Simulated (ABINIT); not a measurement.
# CsGeCl3 (R3m): a self-consistent loop beyond G0W0, cycle by cycle, part 2 of 3

Wanted: G0W0 and self-consistent gaps of CsGeCl3 (R3m), with the cost of the cycles.

ABINIT 10.8.3; LDA and many-body steps on it, plane waves. Known limits of the many-body steps: not at the basis limit; no spin-orbit coupling; coarse k mesh.

So far. Step 5 (evGW0, cycle 1): Against G0W0 in ABINIT (2×2×2 mesh, 224 bands, screening to 130.6 eV, Godby-Needs plasmon pole), the gap moves by +0.412 eV. This first cycle still uses the starting levels; it takes the full correction, at all points of the mesh, and its linearised value is 3.635 eV. Step 6 (evGW0, cycle 2): Against the cycle before, the gap moves by −0.213 eV.

### Step 7. evGW0, cycle 3

Level of this step: evGW0 on LDA, plane waves, norm-conserving pseudopotentials (ABINIT).

Input file run.abi:

```
acell 3*1.0 Angstrom
rprim 
  3.846816390705 2.220960478697 3.178300533600
  -3.846816390705 2.220960478697 3.178300533600
  -0.000000000000 -4.441920957394 3.178300533600
ntypat 3
znucl 55 32 17
natom 5
typat 1 2 3 3 3
xred 
  0.998403350000 0.998403350000 0.998403350000
  0.515533150000 0.515533150000 0.515533150000
  0.496712670000 0.496712670000 0.948638170000
  0.496712670000 0.948638170000 0.496712670000
  0.948638170000 0.496712670000 0.496712670000
pp_dirpath "pseudos"
pseudos "Cs.upf, Ge.upf, Cl.upf"
ecut 56
ngkpt 2 2 2
nshiftk 1
shiftk 0 0 0
kptopt 1
chksymbreak 0
istwfk *1
occopt 1
irdwfk 1
optdriver 4
nband 224
gwcalctyp 10
ecutsigx 56
symsigma 1
nkptgw 4
kptgw 
  0.0000000000 0.0000000000 0.0000000000
  0.5000000000 0.0000000000 0.0000000000
  0.5000000000 0.5000000000 0.0000000000
  0.5000000000 0.5000000000 0.5000000000
bdgw 
  14 35
  14 35
  14 35
  14 35
ecuteps 4.8
irdscr 1
ppmodel 1
irdqps 1
indata_prefix "in"
outdata_prefix "out"
tmpdata_prefix "tmp"
```

Started as:

```sh
OMP_NUM_THREADS=1 mpirun -n 4 abinit run.abi > log
```

The log of the run:

```text
.Version 10.8.3 of ABINIT. v10.8.2 released Aug 2026.

 Symmetries : space group R3 m (#160); Bravais hR (rhombohedral)
[... echo of the input left out ...]
== DATASET  1 ==================================================================
-   mpi_nproc: 4, omp_nthreads: 1 (-1 if OMP is not activated)

--- !DatasetInfo
iteration_state: {dtset: 1, }
dimensions: {natom: 5, nkpt: 4, mband: 224, nsppol: 1, nspinor: 1, nspden: 1, mpw: 22041, }
cutoff_energies: {ecut:  56.0, pawecutdg:  -1.0, }
[...]
.  kptgw no:  2; Maximum DeltaE = (  -0.011  -0.002) for band index: 18
.  kptgw no:  3; Maximum DeltaE = (  -0.007  -0.000) for band index: 16
.  kptgw no:  4; Maximum DeltaE = (  -0.007  -0.000) for band index:  4

== END DATASET(S) ==============================================================
================================================================================

 -outvars: echo values of variables after computation  --------
           etotal      0.0000000000E+00
            nband         224
             nkpt           4
          spgroup         160
 [... the other variables as echoed above ...]

 Calculation completed.
```

Run time: 4.1 min. Hardware: 4 MPI ranks of Intel Xeon 6975P-C (Granite Rapids), shared host; peak memory 4.1 GiB; 16 min of CPU time.

This step gave:

```
quasiparticle gap on the mesh                         : 3.856 eV
gap of the density functional on the mesh             : 1.977 eV
k of the valence top                                  : 0.5, 0.5, 0.5
k of the conduction bottom                            : 0.5, 0.5, 0.5
least direct quasiparticle gap on the computed points : 3.856 eV
```

Against the cycle before, the gap moves by +0.022 eV.

### Step 8. evGW0, cycle 4

run.abi is that of step 7.

The log of the run:

```text
.Version 10.8.3 of ABINIT. v10.8.2 released Aug 2026.

 Symmetries : space group R3 m (#160); Bravais hR (rhombohedral)
[... echo of the input left out ...]
== DATASET  1 ==================================================================
-   mpi_nproc: 4, omp_nthreads: 1 (-1 if OMP is not activated)

--- !DatasetInfo
iteration_state: {dtset: 1, }
dimensions: {natom: 5, nkpt: 4, mband: 224, nsppol: 1, nspinor: 1, nspden: 1, mpw: 22041, }
cutoff_energies: {ecut:  56.0, pawecutdg:  -1.0, }
[...]
.  kptgw no:  2; Maximum DeltaE = (   0.001  -0.001) for band index:  4
.  kptgw no:  3; Maximum DeltaE = (   0.001  -0.000) for band index:  4
.  kptgw no:  4; Maximum DeltaE = (   0.001  -0.000) for band index:  4

== END DATASET(S) ==============================================================
================================================================================

 -outvars: echo values of variables after computation  --------
           etotal      0.0000000000E+00
            nband         224
             nkpt           4
          spgroup         160
 [... the other variables as echoed above ...]

 Calculation completed.
```

Wall time 4.1 min (4 MPI ranks); peak memory 4.1 GiB.

Numbers from this step:

| Property | Result |
| --- | --- |
| quasiparticle gap on the mesh | 3.854 eV |
| gap of the density functional on the mesh | 1.977 eV |
| k of the valence top | 0.5, 0.5, 0.5 |
| k of the conduction bottom | 0.5, 0.5, 0.5 |
| least direct quasiparticle gap on the computed points | 3.854 eV |

Against the cycle before, the gap moves by −0.002 eV.

### Step 9. Screening, 2×2×2 mesh, 224 bands, screening to 130.6 eV

This step: RPA screening on LDA, plane waves, norm-conserving pseudopotentials.

run.abi, as its differences from that of step 8:

```diff
@@ -26,22 +26,13 @@
 irdwfk 1
-optdriver 4
+optdriver 3
 nband 224
+ecuteps 4.8
+inclvkb 2
+awtr 1
+symchi 1
 gwcalctyp 10
-ecutsigx 56
-symsigma 1
-nkptgw 4
-kptgw 
-  0.0000000000 0.0000000000 0.0000000000
-  0.5000000000 0.0000000000 0.0000000000
-  0.5000000000 0.5000000000 0.0000000000
-  0.5000000000 0.5000000000 0.5000000000
-bdgw 
-  14 35
-  14 35
-  14 35
-  14 35
-ecuteps 4.8
-irdscr 1
-ppmodel 1
-irdqps 1
+mbpt_sciss 2.044 eV
+nqptdm 1
+qptdm 
+  0 0 0
 indata_prefix "in"
```

The log of the run:

```text
.Version 10.8.3 of ABINIT. v10.8.2 released Aug 2026.

 Symmetries : space group R3 m (#160); Bravais hR (rhombohedral)
[... echo of the input left out ...]
== DATASET  1 ==================================================================
-   mpi_nproc: 4, omp_nthreads: 1 (-1 if OMP is not activated)

--- !DatasetInfo
iteration_state: {dtset: 1, }
dimensions: {natom: 5, nkpt: 4, mband: 224, nsppol: 1, nspinor: 1, nspden: 1, mpw: 22041, }
cutoff_energies: {ecut:  56.0, pawecutdg:  -1.0, }
electrons: {nelect:   5.20000000E+01, charge:   0.00000000E+00, occopt:   1.00000000E+00, tsmear:   1.00000000E-02, }

 SCREENING: Calculation of the susceptibility and dielectric matrices

 Based on a program developped by R.W. Godby, V. Olevano, G. Onida, and L. Reining.
 Incorporated in ABINIT by V. Olevano, G.-M. Rignanese, and M. Torrent.
.Using double precision arithmetic ; gwpc =  8

[... cell and pseudopotentials left out ...]
--------------------------------------------------------------------------------

 ==== K-mesh for the wavefunctions ====
 Number of points in the irreducible wedge :     4
[... list of points left out ...]
 Together with  6 symmetry operations and time-reversal symmetry
 yields     8 points in the full Brillouin Zone.

 ==== Q-mesh for the screening function ====
 Number of points in the irreducible wedge :     4
[... list of points left out ...]
 Together with  6 symmetry operations and time-reversal symmetry
 yields     8 points in the full Brillouin Zone.

 setmesh: FFT mesh size selected  =    45x   45x   45
          total number of points  =        91125

 vcoul_init : cutoff-mode = AUXILIARY_FUNCTION
 q-points for optical limit:   1
     1)      0.000010    0.000020    0.000030

 Dielectric matrix will be calculated only for some
 selected q points provided by the user through the input variables
 nqptdm and qptdm

- screening: taking advantage of time-reversal symmetry
- Maximum band index for partially occupied states nbvw = 26
- Remaining bands to be divided among processors   nbcw = 198
- Number of bands treated by each node ~49

 rdqps: reading QP wavefunctions of the previous step
        looking for file in_QPS
 file not found, 1st iteration initialized with KS eigenelements

 screening : performing a first self-consistency
 update of the energies in W by a scissor operator
 applying a scissor operator of [eV] :   2.044

 Number of electrons calculated from density =   52.0000; Expected =   52.0000
 average of density, n =  0.047295
 r_s =    1.7154
 omega_plasma =   20.9780 [eV]

 calculating chi0 at frequencies [eV] :
  1    0.000000E+00    0.000000E+00
  2    0.000000E+00    2.097803E+01

--------------------------------------------------------------------------------
  q-point number  1        q = ( 0.000000, 0.000000, 0.000000) [r.l.u.]
--------------------------------------------------------------------------------
[... chi0 elements left out ...]
 For q-point:  0.000010 0.000020 0.000030
  dielectric constant =   4.3466
  dielectric constant without local fields =   5.0586

  Average fulfillment of the sum rule on Im[epsilon] for q-point    1 :     60.90  [%]
[... wings left out ...]
== END DATASET(S) ==============================================================
================================================================================

 -outvars: echo values of variables after computation  --------
           etotal      0.0000000000E+00
            nband         224
             nkpt           4
          spgroup         160
 [... the other variables as echoed above ...]

 Calculation completed.
```

Run time: 1.8 min. Hardware: 4 MPI ranks; peak memory 3.2 GiB.

This step gave:

- ε∞ with local fields, on this mesh, along the program's q direction: 4.347
- the same without local fields: 5.059
- plasma frequency: 20.98 eV
- plane waves in the screening matrix: 527

This screening uses the functional's bands under a rigid shift, the mean opening of the cycle before.

### Step 10. Screening, 2×2×2 mesh, 224 bands, screening to 130.6 eV

This step: RPA screening on LDA from quasiparticle energies, plane waves, norm-conserving pseudopotentials.

run.abi, as its differences from that of step 9:

```diff
@@ -32,7 +32,9 @@
 symchi 1
+irdqps 1
 gwcalctyp 10
-mbpt_sciss 2.044 eV
-nqptdm 1
+nqptdm 3
 qptdm 
-  0 0 0
+  0.5000000000 0.0000000000 0.0000000000
+  0.5000000000 0.5000000000 0.0000000000
+  0.5000000000 0.5000000000 0.5000000000
 indata_prefix "in"
```

Input file mrgscr.stdin:

```
2
merged
q0_SCR
out_SCR
1
```

Started as:

```sh
OMP_NUM_THREADS=1 mpirun -n 4 abinit run.abi > log; mrgscr < mrgscr.stdin
```

The log of the run:

```text
.Version 10.8.3 of ABINIT. v10.8.2 released Aug 2026.

 Symmetries : space group R3 m (#160); Bravais hR (rhombohedral)
[... echo of the input left out ...]
== DATASET  1 ==================================================================
-   mpi_nproc: 4, omp_nthreads: 1 (-1 if OMP is not activated)

--- !DatasetInfo
iteration_state: {dtset: 1, }
dimensions: {natom: 5, nkpt: 4, mband: 224, nsppol: 1, nspinor: 1, nspden: 1, mpw: 22041, }
cutoff_energies: {ecut:  56.0, pawecutdg:  -1.0, }
[...]
q-point number  1        q = ( 0.500000, 0.000000, 0.000000) [r.l.u.]
--------------------------------------------------------------------------------
[... chi0 elements left out ...]
  Average fulfillment of the sum rule on Im[epsilon] for q-point    2 :     64.55  [%]

--------------------------------------------------------------------------------
  q-point number  2        q = ( 0.500000, 0.500000, 0.000000) [r.l.u.]
--------------------------------------------------------------------------------
[... chi0 elements left out ...]
  Average fulfillment of the sum rule on Im[epsilon] for q-point    3 :     63.17  [%]

 [... 1 further q-points ...]
```

It took 27 s on 4 MPI ranks; peak memory 2.5 GiB; 1.8 min of CPU time.

This step gave:

```
plasma frequency                    : 20.98 eV
plane waves in the screening matrix : 527
```

This screening reads the quasiparticle levels of the cycle before.

### Step 11. evGW, cycle 1

This step: evGW on LDA, plane waves, norm-conserving pseudopotentials.

run.abi, as its differences from that of step 10:

```diff
@@ -26,12 +26,10 @@
 irdwfk 1
-optdriver 3
+optdriver 4
 nband 224
-ecuteps 4.8
-inclvkb 2
-awtr 1
-symchi 1
-irdqps 1
 gwcalctyp 10
-nqptdm 3
-qptdm 
+ecutsigx 56
+symsigma 1
+nkptgw 4
+kptgw 
+  0.0000000000 0.0000000000 0.0000000000
   0.5000000000 0.0000000000 0.0000000000
@@ -39,2 +37,11 @@
   0.5000000000 0.5000000000 0.5000000000
+bdgw 
+  14 35
+  14 35
+  14 35
+  14 35
+ecuteps 4.8
+irdscr 1
+ppmodel 1
+irdqps 1
 indata_prefix "in"
```

Started as:

```sh
OMP_NUM_THREADS=1 mpirun -n 4 abinit run.abi > log
```

The log of the run:

```text
.Version 10.8.3 of ABINIT. v10.8.2 released Aug 2026.

 Symmetries : space group R3 m (#160); Bravais hR (rhombohedral)
[... echo of the input left out ...]
== DATASET  1 ==================================================================
-   mpi_nproc: 4, omp_nthreads: 1 (-1 if OMP is not activated)

--- !DatasetInfo
iteration_state: {dtset: 1, }
dimensions: {natom: 5, nkpt: 4, mband: 224, nsppol: 1, nspinor: 1, nspden: 1, mpw: 22041, }
cutoff_energies: {ecut:  56.0, pawecutdg:  -1.0, }
[...]
.  kptgw no:  2; Maximum DeltaE = (  -0.217   0.000) for band index:  4
.  kptgw no:  3; Maximum DeltaE = (  -0.176  -0.000) for band index:  4
.  kptgw no:  4; Maximum DeltaE = (  -0.157  -0.000) for band index:  4

== END DATASET(S) ==============================================================
================================================================================

 -outvars: echo values of variables after computation  --------
           etotal      0.0000000000E+00
            nband         224
             nkpt           4
          spgroup         160
 [... the other variables as echoed above ...]

 Calculation completed.
```

Run time: 4 min. Hardware: 4 MPI ranks; peak memory 4.1 GiB.

This step gave:

```yaml
quasiparticle_gap_on_the_mesh: 4.227 eV
gap_of_the_density_functional_on_the_mesh: 1.977 eV
k_of_the_valence_top: 0.5, 0.5, 0.5
k_of_the_conduction_bottom: 0.5, 0.5, 0.5
least_direct_quasiparticle_gap_on_the_computed_points: 4.227 eV
```

Against G0W0 in ABINIT (2×2×2 mesh, 224 bands, screening to 130.6 eV, Godby-Needs plasmon pole), the gap moves by +0.592 eV.

### Step 12. Screening, 2×2×2 mesh, 224 bands, screening to 130.6 eV

This step: RPA screening on LDA, plane waves, norm-conserving pseudopotentials.

run.abi, as its differences from that of step 11:

```diff
@@ -26,22 +26,13 @@
 irdwfk 1
-optdriver 4
+optdriver 3
 nband 224
+ecuteps 4.8
+inclvkb 2
+awtr 1
+symchi 1
 gwcalctyp 10
-ecutsigx 56
-symsigma 1
-nkptgw 4
-kptgw 
-  0.0000000000 0.0000000000 0.0000000000
-  0.5000000000 0.0000000000 0.0000000000
-  0.5000000000 0.5000000000 0.0000000000
-  0.5000000000 0.5000000000 0.5000000000
-bdgw 
-  14 35
-  14 35
-  14 35
-  14 35
-ecuteps 4.8
-irdscr 1
-ppmodel 1
-irdqps 1
+mbpt_sciss 2.465 eV
+nqptdm 1
+qptdm 
+  0 0 0
 indata_prefix "in"
```

The log of the run:

```text
.Version 10.8.3 of ABINIT. v10.8.2 released Aug 2026.

 Symmetries : space group R3 m (#160); Bravais hR (rhombohedral)
[... echo of the input left out ...]
== DATASET  1 ==================================================================
-   mpi_nproc: 4, omp_nthreads: 1 (-1 if OMP is not activated)

--- !DatasetInfo
iteration_state: {dtset: 1, }
dimensions: {natom: 5, nkpt: 4, mband: 224, nsppol: 1, nspinor: 1, nspden: 1, mpw: 22041, }
cutoff_energies: {ecut:  56.0, pawecutdg:  -1.0, }
[...]
[... chi0 elements left out ...]
 For q-point:  0.000010 0.000020 0.000030
  dielectric constant =   4.1546
  dielectric constant without local fields =   4.8096

  Average fulfillment of the sum rule on Im[epsilon] for q-point    1 :     61.92  [%]
[... wings left out ...]
== END DATASET(S) ==============================================================
================================================================================

 -outvars: echo values of variables after computation  --------
           etotal      0.0000000000E+00
            nband         224
             nkpt           4
          spgroup         160
 [... the other variables as echoed above ...]

 Calculation completed.
```

Run time: 1.7 min. Hardware: 4 MPI ranks; peak memory 3.3 GiB; 6.9 min of CPU time.

Numbers from this step:

```yaml
eps_infinity_with_local_fields_on_this_mesh_along_the_program_s_q_direction: 4.155
the_same_without_local_fields: 4.810
plasma_frequency: 20.98 eV
plane_waves_in_the_screening_matrix: 527
```

This screening uses the functional's bands under a rigid shift, the mean opening of the cycle before.

### Step 13. Screening, 2×2×2 mesh, 224 bands, screening to 130.6 eV

This step: RPA screening on LDA from quasiparticle energies, plane waves, norm-conserving pseudopotentials.

run.abi, as its differences from that of step 12:

```diff
@@ -32,7 +32,9 @@
 symchi 1
+irdqps 1
 gwcalctyp 10
-mbpt_sciss 2.465 eV
-nqptdm 1
+nqptdm 3
 qptdm 
-  0 0 0
+  0.5000000000 0.0000000000 0.0000000000
+  0.5000000000 0.5000000000 0.0000000000
+  0.5000000000 0.5000000000 0.5000000000
 indata_prefix "in"
```

mrgscr.stdin is that of step 10.

Started as:

```sh
OMP_NUM_THREADS=1 mpirun -n 4 abinit run.abi > log; mrgscr < mrgscr.stdin
```

The log of the run:

```text
.Version 10.8.3 of ABINIT. v10.8.2 released Aug 2026.

 Symmetries : space group R3 m (#160); Bravais hR (rhombohedral)
[... echo of the input left out ...]
== DATASET  1 ==================================================================
-   mpi_nproc: 4, omp_nthreads: 1 (-1 if OMP is not activated)

--- !DatasetInfo
iteration_state: {dtset: 1, }
dimensions: {natom: 5, nkpt: 4, mband: 224, nsppol: 1, nspinor: 1, nspden: 1, mpw: 22041, }
cutoff_energies: {ecut:  56.0, pawecutdg:  -1.0, }
[...]
q-point number  1        q = ( 0.500000, 0.000000, 0.000000) [r.l.u.]
--------------------------------------------------------------------------------
[... chi0 elements left out ...]
  Average fulfillment of the sum rule on Im[epsilon] for q-point    2 :     65.66  [%]

--------------------------------------------------------------------------------
  q-point number  2        q = ( 0.500000, 0.500000, 0.000000) [r.l.u.]
--------------------------------------------------------------------------------
[... chi0 elements left out ...]
  Average fulfillment of the sum rule on Im[epsilon] for q-point    3 :     64.15  [%]

 [... 1 further q-points ...]
```

Wall time 27 s (4 MPI ranks); peak memory 2.5 GiB.

This step gave:

* plasma frequency: 20.98 eV
* plane waves in the screening matrix: 527

This screening reads the quasiparticle levels of the cycle before.

### Step 14. evGW, cycle 2

This step: evGW on LDA, plane waves, norm-conserving pseudopotentials.

run.abi, as its differences from that of step 13:

```diff
@@ -26,12 +26,10 @@
 irdwfk 1
-optdriver 3
+optdriver 4
 nband 224
-ecuteps 4.8
-inclvkb 2
-awtr 1
-symchi 1
-irdqps 1
 gwcalctyp 10
-nqptdm 3
-qptdm 
+ecutsigx 56
+symsigma 1
+nkptgw 4
+kptgw 
+  0.0000000000 0.0000000000 0.0000000000
   0.5000000000 0.0000000000 0.0000000000
@@ -39,2 +37,11 @@
   0.5000000000 0.5000000000 0.5000000000
+bdgw 
+  14 35
+  14 35
+  14 35
+  14 35
+ecuteps 4.8
+irdscr 1
+ppmodel 1
+irdqps 1
 indata_prefix "in"
```

Started as:

```sh
OMP_NUM_THREADS=1 mpirun -n 4 abinit run.abi > log
```

The log of the run:

```text
.Version 10.8.3 of ABINIT. v10.8.2 released Aug 2026.

 Symmetries : space group R3 m (#160); Bravais hR (rhombohedral)
[... echo of the input left out ...]
== DATASET  1 ==================================================================
-   mpi_nproc: 4, omp_nthreads: 1 (-1 if OMP is not activated)

--- !DatasetInfo
iteration_state: {dtset: 1, }
dimensions: {natom: 5, nkpt: 4, mband: 224, nsppol: 1, nspinor: 1, nspden: 1, mpw: 22041, }
cutoff_energies: {ecut:  56.0, pawecutdg:  -1.0, }
[...]
.  kptgw no:  2; Maximum DeltaE = (  -0.021  -0.000) for band index: 18
.  kptgw no:  3; Maximum DeltaE = (   0.019   0.000) for band index:  6
.  kptgw no:  4; Maximum DeltaE = (   0.013   0.000) for band index:  5

== END DATASET(S) ==============================================================
================================================================================

 -outvars: echo values of variables after computation  --------
           etotal      0.0000000000E+00
            nband         224
             nkpt           4
          spgroup         160
 [... the other variables as echoed above ...]

 Calculation completed.
```

Wall time 4.1 min (4 MPI ranks); peak memory 4.1 GiB.

Numbers from this step:

| Item | Value |
| --- | --- |
| quasiparticle gap on the mesh | 4.263 eV |
| gap of the density functional on the mesh | 1.977 eV |
| k of the valence top | 0.5, 0.5, 0.5 |
| k of the conduction bottom | 0.5, 0.5, 0.5 |
| least direct quasiparticle gap on the computed points | 4.263 eV |

Against the cycle before, the gap moves by +0.036 eV.

[end of part 2 of 3]

[Paths, hosts, dates, memory and timing lines, banners, echoed tables and standing remarks are left out of the program output.]

[Logs are printed without paths, hosts, clocks, repeated set-up lines and the standing remarks that a program may print on its own settings, such as how far it seeks lower states.]

[Runs of the session that timed out or met a known fault of the program may be left out.]

[Hosts, paths, dates, database ids (printed as entryN), source tags and the programs' standing remarks are cut or masked in the printed files.]

[G0W0 gaps are taken among the corrected bands and points alone; a level outside them can change the order at an edge.]

[Where Ansatz stands beside ABINIT at settings called matched, ABINIT's density can come from a denser mesh and the files from another edition; pairs whose starting gaps differed by over 0.03 eV were left out, so agreement reads better than it is.]
